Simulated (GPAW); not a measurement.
Consider SiO2 (Quartz, P3_121).

```
Si O
1.0
     4.91580    0.00000    0.00000
    -2.45790    4.25721    0.00000
     0.00000    0.00000    5.40910
Si O
3 6
Direct
  0.46970 0.46970 0.00000
  0.00000 0.53030 0.66667
  0.53030 0.00000 0.33333
  0.85380 0.26800 0.45233
  0.73200 0.58580 0.78567
  0.41420 0.14620 0.11900
  0.26800 0.85380 0.54767
  0.58580 0.73200 0.21433
  0.14620 0.41420 0.88100
```

Absorber: atom 1, with 4 O at 1.61 Å (tetrahedral, site symmetry 2). Method: GPAW, PBE, full core hole (charged cell), 9-atom cell with 4.9 Å between holes, 5×5×4 k points, dipole transitions, Gaussian full width 0.9 eV up to 4 eV, rising linearly to 3.5 eV at 25 eV.

**Question.** Predict the near-edge structure at the Si L₃ edge.

Main maxima up to 24 eV above the zero (height): 2.9 eV (1.98), 4.7 eV (0.75), 9.1 eV (1.77) and 20.5 eV (1.57). At an L edge the dipole rule allows s and d final states: the first features are the absorber's empty s states, and d weight takes over some eV higher. The total-energy difference plus the lowest empty eigenvalue puts the zero at 105.34 eV. Two terms are added: -0.84 eV, since the hole is spin-paired here and a spin-polarised one costs that much less in the free atom (computed apart); −0.20 eV, a third of the tabulated L₂–L₃ splitting, since the scalar-relativistic hole is their mean. The photon energy is then 104.30 eV. The tabulated edge of the element is 99.2 eV. The functional and the charged cell's background leave an error of a few eV in such absolute values.

The Si L₃ spectrum (energy from the lowest empty level; intensity scaled to a mean of 1 over the first 20 eV; polarised curves are means over the symmetry-equivalent atoms):

| E (eV) | isotropic | ε ⊥ c | ε ∥ c |
| --- | --- | --- | --- |
| -2.0 | 0.00 | 0.00 | 0.00 |
| -1.4 | 0.00 | 0.00 | 0.00 |
| -0.8 | 0.00 | 0.00 | 0.00 |
| -0.2 | 0.02 | 0.02 | 0.02 |
| 0.4 | 0.12 | 0.12 | 0.13 |
| 1.0 | 0.48 | 0.48 | 0.47 |
| 1.6 | 1.06 | 1.09 | 1.00 |
| 2.2 | 1.21 | 1.25 | 1.11 |
| 2.8 | 1.95 | 2.01 | 1.83 |
| 3.4 | 1.33 | 1.32 | 1.34 |
| 4.0 | 0.72 | 0.67 | 0.82 |
| 4.6 | 0.75 | 0.75 | 0.73 |
| 5.2 | 0.69 | 0.70 | 0.67 |
| 5.8 | 0.66 | 0.66 | 0.65 |
| 6.4 | 0.70 | 0.70 | 0.70 |
| 7.0 | 0.67 | 0.65 | 0.72 |
| 7.6 | 0.76 | 0.73 | 0.82 |
| 8.2 | 1.20 | 1.24 | 1.13 |
| 8.8 | 1.69 | 1.77 | 1.52 |
| 9.4 | 1.71 | 1.76 | 1.61 |
| 10.0 | 1.35 | 1.32 | 1.39 |
| 10.6 | 1.02 | 0.94 | 1.17 |
| 11.2 | 0.86 | 0.76 | 1.05 |
| 11.8 | 0.76 | 0.67 | 0.92 |
| 12.4 | 0.69 | 0.64 | 0.80 |
| 13.0 | 0.69 | 0.69 | 0.69 |
| 13.6 | 0.71 | 0.75 | 0.63 |
| 14.2 | 0.76 | 0.82 | 0.62 |
| 14.8 | 0.82 | 0.89 | 0.69 |
| 15.4 | 0.89 | 0.94 | 0.80 |
| 16.0 | 0.97 | 0.99 | 0.92 |
| 16.6 | 1.05 | 1.05 | 1.03 |
| 17.2 | 1.14 | 1.14 | 1.16 |
| 17.8 | 1.26 | 1.25 | 1.28 |
| 18.4 | 1.37 | 1.36 | 1.41 |
| 19.0 | 1.47 | 1.45 | 1.51 |
| 19.6 | 1.53 | 1.51 | 1.58 |
| 20.2 | 1.56 | 1.54 | 1.60 |
| 20.8 | 1.56 | 1.54 | 1.60 |
| 21.4 | 1.54 | 1.52 | 1.57 |
| 22.0 | 1.49 | 1.47 | 1.52 |
| 22.6 | 1.43 | 1.42 | 1.47 |
| 23.2 | 1.38 | 1.36 | 1.42 |
| 23.8 | 1.34 | 1.32 | 1.39 |
| 24.4 | 1.32 | 1.31 | 1.36 |
| 25.0 | 1.32 | 1.31 | 1.33 |
| 25.6 | 1.31 | 1.32 | 1.30 |
| 26.2 | 1.30 | 1.32 | 1.26 |
| 26.8 | 1.28 | 1.30 | 1.22 |
| 27.4 | 1.24 | 1.28 | 1.18 |
| 28.0 | 1.20 | 1.23 | 1.15 |
| 28.6 | 1.17 | 1.19 | 1.12 |
| 29.2 | 1.13 | 1.14 | 1.11 |
| 29.8 | 1.10 | 1.10 | 1.10 |
| 30.4 | 1.08 | 1.07 | 1.09 |

Only the L₃ part is meant: spin–orbit coupling of the core level isn't computed and the L₂ copy isn't added. The holes are only 4.9 Å apart, so the shape is probably not converged with cell size; no larger cell was run here. The mesh is coarse (0.30 Å⁻¹ between points), so small maxima may be mesh ripples. Lifetime broadening is put in by hand, and intensities beyond about 20 eV depend on it and on the partial waves. The structure is a published determination, not relaxed.

[Banner, clock and machine lines of the logs are left out without a mark of their own.]

[Logs are printed without paths, hosts, clocks, repeated set-up lines and the standing remarks that a program may print on its own settings, such as how far it seeks lower states.]

[Hosts, paths, dates, database ids (printed as entryN), source tags and the programs' standing remarks are cut or masked in the printed files.]

[Lists of maxima count a maximum above −3 eV only where it reaches 4 % of the highest in the window and stands out from its surroundings by 2 % of it (1.5 % where it reaches 55 %); shoulders and weaker maxima are passed over, and of the rest the first, up to two pre-edge ones and the few strongest are named.]
